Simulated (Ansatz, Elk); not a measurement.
**How far do independent atoms describe Na3Be3P2?**

Structure refinements treat a crystal as free atoms side by side. For a made-up structure of Na3Be3P2 (cell and positions from a PBE relaxation) the runs below show what the calculated density changes in F(hkl).

Program: Elk 11.2.3 (patched build). Level of theory: DFT, PBE, all-electron APW+lo, Dirac cores, scalar-relativistic bands, static density, no spin. Results are calculated unless marked as measured.

The structure was built from a prototype and need not be the compound's stable phase.

## (1) Set-up

It takes space group R-3m (No. 166, trigonal). Conventional cell: a = 5.061 Å, b = 5.061 Å, c = 18.212 Å, α = 90.00°, β = 90.00°, γ = 120.00°. Nearest to P lie 3 Be at 2.11 Å and 7 Na at 2.92 to 3.29 Å. Nearest to Na lie 4 P at 2.92 Å and 6 Be at 3.01 Å and 4 Na at 3.24 to 3.26 Å. Nearest to Na lie 6 Na at 3.24 Å and 6 P at 3.29 Å and 6 Be at 3.37 Å. Nearest to Be lie 2 P at 2.11 Å and 4 Be at 2.53 Å and 6 Na at 3.01 to 3.37 Å. Farther neighbours are not listed.

## (2) Ground state and structure factors

An all-electron density is needed, since X-rays see the cores too. Task 0 finds the density and task 195 Fourier-transforms it; tshift is off so that phases refer to the origin typed.

The input, elk.in:

```
tasks
  0
  195

xctype
  20

spinpol
  .false.

rgkmax
  7.0

gmaxvr
  14.0

lmaxo
  7

lmaxapw
  8

swidth
  0.002

tshift
  .false.

ramdisk
  .false.

hmaxvr
  5.5

maxscl
  120

epspot
  1e-06

sppath
  './'

avec
  4.78208961967 2.76094072954 11.47217486030
  -4.78208961967 2.76094072954 11.47217486030
  0.00000000000 -5.52188145807 11.47217486054

atoms
  3
  'P.in'
  2
  0.2498416239 0.2498416239 0.2498416239   0.000000 0.000000 0.000000
  0.7501583761 0.7501583761 0.7501583761   0.000000 0.000000 0.000000
  'Na.in'
  3
  0.9105722882 0.9105722882 0.9105722882   0.000000 0.000000 0.000000
  0.0894277118 0.0894277118 0.0894277118   0.000000 0.000000 0.000000
  0.5000000000 0.5000000000 0.5000000000   0.000000 0.000000 0.000000
  'Be.in'
  3
  0.5000000000 0.0000000000 0.5000000000   0.000000 0.000000 0.000000
  0.0000000000 0.5000000000 0.5000000000   0.000000 0.000000 0.000000
  0.5000000000 0.5000000000 -0.0000000000   0.000000 0.000000 0.000000

ngridk
  5 5 5
```

On the command line:

```console
OMP_NUM_THREADS=4 elk
```

Numbers of over 12 decimals in the logs are rounded to 6 here.

What it wrote:

```text
┌─────────────────────────┐
│ Elk code version 11.2.3 │
└─────────────────────────┘

All units are atomic (Hartree, Bohr, etc.)

┌─────────────────────────────────────────────────┐
│ Ground-state run starting from atomic densities │
└─────────────────────────────────────────────────┘

Lattice vectors :
   4.782089620       2.760940730       11.47217486
  -4.782089620       2.760940730       11.47217486
   0.000000000      -5.521881458       11.47217486

Reciprocal lattice vectors :
  0.6569497654      0.3792901239      0.1825630386
 -0.6569497654      0.3792901239      0.1825630386
 -0.1163365262E-16 -0.7585802477      0.1825630387

Unit cell volume      :    908.8072912
Brillouin zone volume :   0.2729403866

Muffin-tin inner radius fraction :   0.1000000000E-01

Nuclei treated as point charges

Species : 1 (P)
 parameters loaded from : P.in
 name : phosphorus
 nuclear charge    :   -15.00000000
 electronic charge :    15.00000000
 atomic mass :    56461.71230
 muffin-tin radius :    2.164218199
 number of radial points in muffin-tin :    793
 inner part over the whole radius :   0.9845492061E-02
 number on inner part of muffin-tin    :    553
 approximate nuclear radius :   0.6081821256E-04
 number of mesh points to nuclear radius :    249
 atomic positions (lattice), magnetic fields (Cartesian) :
  1 :   0.24984162  0.24984162  0.24984162    0.00000000  0.00000000  0.00000000
  2 :  -0.24984162 -0.24984162 -0.24984162    0.00000000  0.00000000  0.00000000

Species : 2 (Na)
 parameters loaded from : Na.in
 name : sodium
 nuclear charge    :   -11.00000000
 electronic charge :    11.00000000
 atomic mass :    41907.78703
 muffin-tin radius :    2.200000000
 number of radial points in muffin-tin :    793
 inner part over the whole radius :   0.9883648912E-02
 number on inner part of muffin-tin    :    551
 approximate nuclear radius :   0.5574345702E-04
 number of mesh points to nuclear radius :    238
 atomic positions (lattice), magnetic fields (Cartesian) :
  1 :  -0.08942771 -0.08942771 -0.08942771    0.00000000  0.00000000  0.00000000
  2 :   0.08942771  0.08942771  0.08942771    0.00000000  0.00000000  0.00000000
  3 :   0.50000000  0.50000000  0.50000000    0.00000000  0.00000000  0.00000000

Species : 3 (Be)
 parameters loaded from : Be.in
 name : beryllium
 nuclear charge    :   -4.000000000
 electronic charge :    4.000000000
 atomic mass :    16428.20280
 muffin-tin radius :    1.770723981
 number of radial points in muffin-tin :    593
 inner part over the whole radius :   0.9878279473E-02
 number on inner part of muffin-tin    :    403
 approximate nuclear radius :   0.4290726161E-04
 number of mesh points to nuclear radius :    156
 atomic positions (lattice), magnetic fields (Cartesian) :
  1 :   0.50000000  0.00000000  0.50000000    0.00000000  0.00000000  0.00000000
  2 :   0.00000000  0.50000000  0.50000000    0.00000000  0.00000000  0.00000000
  3 :   0.50000000  0.50000000  0.00000000    0.00000000  0.00000000  0.00000000

Total number of atoms per unit cell :    8
Total muffin-tin volume :    288.4980082
 ratio of muffin-tin to unit cell volume :   0.3174468460

Spin treatment :
 spin-unpolarised

Number of Bravais lattice symmetries :   12
Number of crystal symmetries         :   12
Crystal has inversion symmetry
Real symmetric eigensolver will be used

k-point grid :      5     5     5
k-point offset :    0.000000000       0.000000000       0.000000000
k-point set is reduced with full crystal symmetry group
Total number of k-points :       19

Muffin-tin radius times maximum |G+k| :    7.000000000
 using average radius
Maximum |G+k| for APW functions       :    3.448146696
Maximum (1/2)|G+k|²                   :    5.944857820
Maximum |G| for potential and density :    14.00000000
Constant for pseudocharge density :    8
 order of it for each species :   15  15  15
 order of it for pair densities of each species (exact exchange by exxq0 0: 16) :   11  11   6
Radial integration step length :    1

[...]
correlation                 :     -2.745485
 electron entropic           :    -0.78154635634210E-03
 total energy                :     -1218.1948998185

Density of states at Fermi energy :    58.98066295
 (states/Hartree/unit cell)

Estimated indirect band gap :   0.9233588775E-02
 from k-point 11 to k-point 11
Estimated direct band gap   :   0.9233588775E-02
 at k-point 11

Charges :
 core                        :    32.00000000
 valence                     :    43.00000000
 interstitial                :    9.542253410
 muffin-tins (core leakage)
  species : 1 (P)
[...]
species : 2 (Na)
[...]
species : 3 (Be)
[...]
total in muffin-tins        :    65.45774659
 total calculated charge     :    74.99523237
 total charge                :    75.00000000
 error                       :   0.4767633576E-02

RMS change in Kohn-Sham potential (target) :    5.327875409     (  0.1000000000E-05)
Absolute change in total energy (target)   :    1.410381052     (  0.1000000000E-03)

[... loops 3 to 15 left out ...]

┌──────────────────┐
│ Loop number : 16 │
└──────────────────┘

Energies :
 Fermi                       :     0.155191
 sum of occupied eigenvalues :     -652.14562816021
 electron kinetic            :      1218.1600187749
 core electron kinetic       :      1047.7608638080
 Coulomb                     :     -2335.7340249782
 Coulomb potential           :     -1743.5737166273
 nuclear-nuclear             :     -230.85268774123
 electron-nuclear            :     -2471.1135450630
 Hartree                     :      366.23220782594
 Madelung                    :     -1463.9471666646
 xc potential                :     -126.73193030781
 exchange                    :     -95.499221617552
 correlation                 :     -2.751626
 electron entropic           :    -0.77540195351945E-03
 total energy                :     -1215.8256295548

Density of states at Fermi energy :    60.02807696
 (states/Hartree/unit cell)

Estimated indirect band gap :   0.6075721892E-02
 from k-point 11 to k-point 4
Estimated direct band gap   :   0.8321669181E-02
 at k-point 2

Charges :
 core                        :    32.00000000
 valence                     :    43.00000000
 interstitial                :    9.936625557
 muffin-tins (core leakage)
  species : 1 (P)
[...]
species : 2 (Na)
[...]
species : 3 (Be)
[...]
total in muffin-tins        :    65.06337444
 total calculated charge     :    74.99525631
 total charge                :    75.00000000
 error                       :   0.4743694505E-02

RMS change in Kohn-Sham potential (target) :   0.6954751792E-06 (  0.1000000000E-05)
Absolute change in total energy (target)   :   0.8441289992E-05 (  0.1000000000E-03)

Convergence targets achieved

┌──────────────────┐
│ Loop number : 17 │
└──────────────────┘

Energies :
 Fermi                       :     0.155191
 sum of occupied eigenvalues :     -652.14562721009
 electron kinetic            :      1218.1600190582
 core electron kinetic       :      1047.7608635785
 Coulomb                     :     -2335.7340248005
 Coulomb potential           :     -1743.5737162229
 nuclear-nuclear             :     -230.85268774123
 electron-nuclear            :     -2471.1135450347
 Hartree                     :      366.23220797541
 Madelung                    :     -1463.9471666890
 xc potential                :     -126.73193004541
 exchange                    :     -95.499221635292
 correlation                 :     -2.751626
 electron entropic           :    -0.77540189121772E-03
 total energy                :     -1215.8256291067

Density of states at Fermi energy :    60.02807234
 (states/Hartree/unit cell)

Estimated indirect band gap :   0.6075727221E-02
 from k-point 11 to k-point 4
Estimated direct band gap   :   0.8321675340E-02
 at k-point 2

Charges :
 core                        :    32.00000000
 valence                     :    43.00000000
 interstitial                :    9.936625549
 muffin-tins (core leakage)
  species : 1 (P)
[...]
species : 2 (Na)
[...]
species : 3 (Be)
   atom 1                    :    2.745048846     (  0.1322885595E-02)
   atom 2                    :    2.745048846     (  0.1322885595E-02)
   atom 3                    :    2.745048846     (  0.1322885595E-02)
 total in muffin-tins        :    65.06337445
 total calculated charge     :    74.99525631
 total charge                :    75.00000000
 error                       :   0.4743694324E-02

┌──────────────────────────────┐
│ Self-consistent loop stopped │
└──────────────────────────────┘

Warning : core states of species 1 leak from the muffin-tin :   0.3866422956E-03

Warning : core states of species 3 leak from the muffin-tin :   0.1322885595E-02

Wrote STATE.OUT
```

It took 54 s on 4 threads of Arm Neoverse V1, shared host; peak memory 0.26 GiB; 2.4 min of CPU time.

SFACRHO.OUT:

```text

h k l indices transformed by vhmat matrix:
   1.000000000       0.000000000       0.000000000    
   0.000000000       1.000000000       0.000000000    
   0.000000000       0.000000000       1.000000000    

      h      k      l  multipl.   |H|            Re(F)            Im(F)           |F|

      0      0      0      1   0.0000000       74.999999      0.45235396E-16   74.999999    
      1      1      1      2  0.54768912      -2.0396236     -0.11418470E-13   2.0396236    
      0      0      1      6  0.78023923       3.6149303     -0.31657894E-14   3.6149303    
     -1      0     -1      6  0.84187947      -10.530091      0.91495164E-15   10.530091    
     -1     -1     -2      6   1.0529540       18.385797      0.35573789E-14   18.385797    
      2      2      2      2   1.0953782      -23.893951      0.30678973E-13   23.893951    
      1      2      2      6   1.1868764      -26.987468     -0.10802765E-13   26.987468    
     -1      0      1      6   1.3138995       43.790270      0.12486490E-14   43.790270    
      0     -1     -2     12   1.4234800      -12.065173     -0.29397948E-14   12.065173    
      3      2      2      6   1.4861285      -21.087069      0.49702911E-14   21.087069    
     -1      1     -1      6   1.5281051       11.378174      0.19282961E-14   11.378174    
      0      2      0      6   1.5604785       1.1498686     -0.21298970E-14   1.1498686    
      3      3      3      2   1.6430673       3.0085240      0.44728833E-14   3.0085240    
      3      3      2      6   1.6457572       20.956675      0.13068390E-13   20.956675    
     -2      0     -2      6   1.6837589       21.968067      0.64471155E-14   21.968067    
      2      1      3     12   1.7106097      -27.125036      0.17515994E-13   27.125036    
      1      3      1      6   1.7705953      -15.822036      0.23271268E-14   15.822036    
      4      3      3      6   1.9769599     -0.90893966      0.11086796E-13  0.90893966
```

Elk indexes on the primitive cell of elk.in and gives |H| = 4π sin θ/λ in inverse bohr. Below, one row stands for each form hkl of the conventional cell (m members, Friedel mates merged), F is for one primitive cell and the density is static (no thermal factor). Free-atom factors are Waasmaier and Kirfel's, and R is Σm||F|−|F'||/Σm|F|.

```csv
hkl,m,sin θ/λ (Å⁻¹),"abs F, DFT",neutral atoms,diff.
003,2,0.082,2.040,2.521,-0.482
101,6,0.117,3.615,3.757,-0.143
012,6,0.127,10.530,9.938,+0.592
104,6,0.158,18.386,18.150,+0.235
006,2,0.165,23.894,23.817,+0.076
015,6,0.178,26.988,27.063,-0.076
110,6,0.198,43.790,43.813,-0.022
113,12,0.214,12.065,12.050,+0.015
107,6,0.224,21.087,21.335,-0.248
021,6,0.230,11.378,11.219,+0.159
202,6,0.235,1.150,1.069,+0.081
009,2,0.247,3.009,3.194,-0.185
018,6,0.247,20.957,21.279,-0.322
024,6,0.253,21.968,22.099,-0.131
116,12,0.257,27.125,27.355,-0.230
205,6,0.266,15.822,15.925,-0.103
1 0 10,6,0.297,0.909,1.143,-0.234
027,6,0.298,11.721,11.645,+0.075
```

## (3) The highest occupied states alone

An energy window below the Fermi level keeps the highest occupied states, to see at which angles they scatter; shallow core shells can lie inside it and anion s states outside. No new self-consistency is needed.

Edit elk.in of step 2 so:

```diff
@@ -1,3 +1,2 @@
 tasks
-  0
   195
@@ -40,2 +39,5 @@
 
+wsfac
+  -0.396050 0.455190
+
 sppath
```

On the command line:

```console
OMP_NUM_THREADS=4 elk
```

What it wrote:

```text
┌─────────────────────────────────┐
│ Elk code version 11.2.3 started │
└─────────────────────────────────┘

Info(readinput): the functional depends on the density's gradient
 muffin-tin radial points multiplied by    2.00000
 (not where nrmtscf is given)

┌────────────────────┐
│ Current task : 195 │
└────────────────────┘
Info(checkmt): changed muffin-tin radius of species 1 (P) from   2.2000 to   2.1642
Info(checkmt): changed muffin-tin radius of species 3 (Be) from   1.8000 to   1.7707

Info(sfacrho): density structure factors written to SFACRHO.OUT

 Energy window :  -0.3960500000      0.4551900000

┌──────────────────┐
│ Elk code stopped │
└──────────────────┘
```

Wall time 17 s (4 threads); peak memory 0.18 GiB.

States within 15 eV below the Fermi level hold 19.00 electrons; any levels below the window count with the cores. Their amplitudes can exceed the total, where window and core parts have opposite phase:

```csv
hkl,sin θ/λ (Å⁻¹),"abs F, window","abs F, all"
003,0.082,3.990,2.040
101,0.117,0.926,3.615
012,0.127,6.414,10.530
104,0.158,3.411,18.386
006,0.165,2.229,23.894
015,0.178,0.272,26.988
110,0.198,1.930,43.790
113,0.214,0.175,12.065
107,0.224,0.074,21.087
021,0.230,0.435,11.378
```

## (4) Another functional

The difference from free atoms is small, so it is set against the change that PBEsol makes.

Edit elk.in of step 3 so:

```diff
@@ -1,2 +1,3 @@
 tasks
+  0
   195
@@ -4,3 +5,3 @@
 xctype
-  20
+  22
 
@@ -39,5 +40,2 @@
 
-wsfac
-  -0.396050 0.455190
-
 sppath
```

On the command line:

```console
OMP_NUM_THREADS=4 elk
```

What it wrote:

```text
┌─────────────────────────┐
│ Elk code version 11.2.3 │
└─────────────────────────┘

All units are atomic (Hartree, Bohr, etc.)

┌─────────────────────────────────────────────────┐
│ Ground-state run starting from atomic densities │
└─────────────────────────────────────────────────┘

Lattice vectors :
   4.782089620       2.760940730       11.47217486
  -4.782089620       2.760940730       11.47217486
   0.000000000      -5.521881458       11.47217486

Reciprocal lattice vectors :
  0.6569497654      0.3792901239      0.1825630386
[...]
species : 3 (Be)
[...]
atom 2                    :    2.741799696     (  0.1373423225E-02)
   atom 3                    :    2.741799696     (  0.1373423225E-02)
 total in muffin-tins        :    65.03498561
 total calculated charge     :    74.99509417
 total charge                :    75.00000000
 error                       :   0.4905826621E-02

┌──────────────────────────────┐
│ Self-consistent loop stopped │
└──────────────────────────────┘

Warning : core states of species 1 leak from the muffin-tin :   0.3903485732E-03

Warning : core states of species 3 leak from the muffin-tin :   0.1373423225E-02

Wrote STATE.OUT
[key lines of the parts left out:]
total energy                :     -1213.2459028152
```

Wall time 54 s (4 threads); peak memory 0.26 GiB; 2.4 min of CPU time.

Against the first run R = 0.10 %; the largest change is -0.037 at 2 2 12.

## (5) Basis size

A smaller basis shows how fast F responds to it; the change is likely larger than the basis error of the first run, but doesn't show convergence.

Edit elk.in of step 4 so:

```diff
@@ -5,3 +5,3 @@
 xctype
-  22
+  20
 
@@ -11,3 +11,3 @@
 rgkmax
-  7.0
+  5.5
```

On the command line:

```console
OMP_NUM_THREADS=4 elk
```

What it wrote:

```text
┌─────────────────────────┐
│ Elk code version 11.2.3 │
└─────────────────────────┘

All units are atomic (Hartree, Bohr, etc.)

┌─────────────────────────────────────────────────┐
│ Ground-state run starting from atomic densities │
└─────────────────────────────────────────────────┘

Lattice vectors :
   4.782089620       2.760940730       11.47217486
  -4.782089620       2.760940730       11.47217486
   0.000000000      -5.521881458       11.47217486

Reciprocal lattice vectors :
  0.6569497654      0.3792901239      0.1825630386
[...]
species : 3 (Be)
[...]
atom 2                    :    2.739348976     (  0.1320908041E-02)
   atom 3                    :    2.739348976     (  0.1320908041E-02)
 total in muffin-tins        :    65.02248866
 total calculated charge     :    74.99528168
 total charge                :    75.00000000
 error                       :   0.4718315702E-02

┌──────────────────────────────┐
│ Self-consistent loop stopped │
└──────────────────────────────┘

Warning : core states of species 1 leak from the muffin-tin :   0.3860902568E-03

Warning : core states of species 3 leak from the muffin-tin :   0.1320908041E-02

Wrote STATE.OUT
[key lines of the parts left out:]
total energy                :     -1215.8067257266
```

Elapsed: 37 s, on 4 threads; peak memory 0.21 GiB.

Against the first run R = 0.04 %; the largest change is +0.020 at 404.

## (6) Settings against the effect

```csv
run,R against the first run (%),"R against neutral atoms, low angle (%)",wall time
"PBE, rgkmax 7",0.00,1.07,54 s
PBEsol,0.10,1.05,54 s
rgkmax 5.5,0.04,1.07,37 s
```

## (7) What came out

| Property | Result |
| --- | --- |
| R against neutral atoms, sin θ/λ < 0.3 Å⁻¹ | 1.07 % |
| R against neutral atoms, 0.3 to 0.66 Å⁻¹ | 0.38 % |

Independent neutral atoms miss the calculated amplitudes by R = 1.07 % below 0.3 Å⁻¹ and 0.38 % from there to 0.66 Å⁻¹; by shells, 6.04 % below 0.15 Å⁻¹ (3 forms), 0.80 % 0.15 to 0.3 (15 forms), 0.57 % 0.3 to 0.45 (34 forms), 0.31 % above 0.45 (97 forms). Bonding, aspherical density and the tables' own atoms all enter these figures, and the runs don't part them. The largest change of an amplitude is +0.59 electrons, at 012. Weak lines can change much in proportion: 1 0 10 goes from 1.14 to 0.91. The window's part falls from 19.0 electrons at the origin to at most 0.26 between 0.45 and 0.66 Å⁻¹. Below 0.3 Å⁻¹ the changes that finished (PBEsol and rgkmax 5.5) move F by R = 0.08 % at most, against the 1.07 % that separates it from free atoms. The k-mesh has no finished test. Part of the difference isn't bonding: the tables are fits to free atoms and ions calculated by other methods than this functional. Thermal motion, anomalous dispersion and extinction are left out.

[Logs are printed without paths, hosts, clocks, repeated set-up lines and the standing remarks that a program may print on its own settings, such as how far it seeks lower states.]

[Hosts, paths, dates, database ids (printed as entryN), source tags and the programs' standing remarks are cut or masked in the printed files.]
